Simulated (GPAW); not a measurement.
Consider ZnNi3C (Pm-3m).

```cif
data_structure
_symmetry_space_group_name_H-M 'P 1'
_symmetry_Int_Tables_number 1
_cell_length_a 3.7663
_cell_length_b 3.7663
_cell_length_c 3.7663
_cell_angle_alpha 90.000
_cell_angle_beta 90.000
_cell_angle_gamma 90.000
_cell_volume 53.42
loop_
_atom_site_label
_atom_site_type_symbol
_atom_site_fract_x
_atom_site_fract_y
_atom_site_fract_z
_atom_site_occupancy
Zn1 Zn 0.00000 0.00000 0.00000 1
Ni2 Ni 0.50000 0.00000 0.50000 1
Ni3 Ni 0.50000 0.50000 0.00000 1
Ni4 Ni 0.00000 0.50000 0.50000 1
C5 C 0.50000 0.50000 0.50000 1
```

Absorber: atom 5, with 6 Ni at 1.88 Å (octahedral, site symmetry m-3m). Method: GPAW, LDA, excited-electron core hole (neutral cell), 10-atom cell with 5.3 Å between holes, 8×8×8 k points, dipole transitions, Gaussian full width 0.9 eV up to 4 eV, rising linearly to 3.5 eV at 25 eV.

Predict the near-edge structure at the C K edge.

Main maxima up to 24 eV above the zero (height): 0.4 eV (1.63), 1.9 eV (1.24), 3.8 eV (2.37), 8.5 eV (1.50) and 16.4 eV (1.56). A K edge sees empty p states; the first features are C p mixed into the empty d states of the Ni neighbours, and the broad ones above probably into the cations' higher empty bands. The total-energy difference is 279.78 eV. The functional leaves an error in such absolute values: in the free atom LDA prices this hole 2.9 eV below PBE (computed apart), and PBE is itself good to a few eV.

The C K spectrum (energy from the lowest empty level; intensity scaled to a mean of 1 over the first 20 eV):

```
E (eV)  intensity
  -2.0       0.00
  -1.0       0.01
   0.0       1.10
   1.0       1.19
   2.0       1.22
   3.0       1.27
   4.0       2.24
   5.0       0.75
   6.0       0.61
   7.0       0.81
   8.0       1.34
   9.0       1.27
  10.0       0.55
  11.0       0.42
  12.0       0.49
  13.0       0.56
  14.0       0.71
  15.0       1.11
  16.0       1.52
  17.0       1.42
  18.0       0.90
  19.0       0.55
  20.0       0.51
  21.0       0.54
  22.0       0.54
  23.0       0.55
  24.0       0.57
  25.0       0.55
  26.0       0.50
  27.0       0.48
  28.0       0.51
  29.0       0.57
  30.0       0.59
  31.0       0.55
  32.0       0.49
```

The hole lies in one spin channel, while the script sums the empty states of both and takes the lower zero; where the two channels are split, this blurs and shifts the curve. The starting moments shrank to 0.00 μB or less, so this is hardly a magnetic state. The holes are only 5.3 Å apart, so the shape is probably not converged with cell size; no larger cell was run here. The structure is a computed Materials Project entry and may be a hypothetical form.

[Banner, clock and machine lines of the logs are left out without a mark of their own.]

[Logs are printed without paths, hosts, clocks, repeated set-up lines and the standing remarks that a program may print on its own settings, such as how far it seeks lower states.]

[Hosts, paths, dates, database ids (printed as entryN), source tags and the programs' standing remarks are cut or masked in the printed files.]

[Lists of maxima count a maximum above −3 eV only where it reaches 4 % of the highest in the window and stands out from its surroundings by 2 % of it (1.5 % where it reaches 55 %); shoulders and weaker maxima are passed over, and of the rest the first, up to two pre-edge ones and the few strongest are named.]
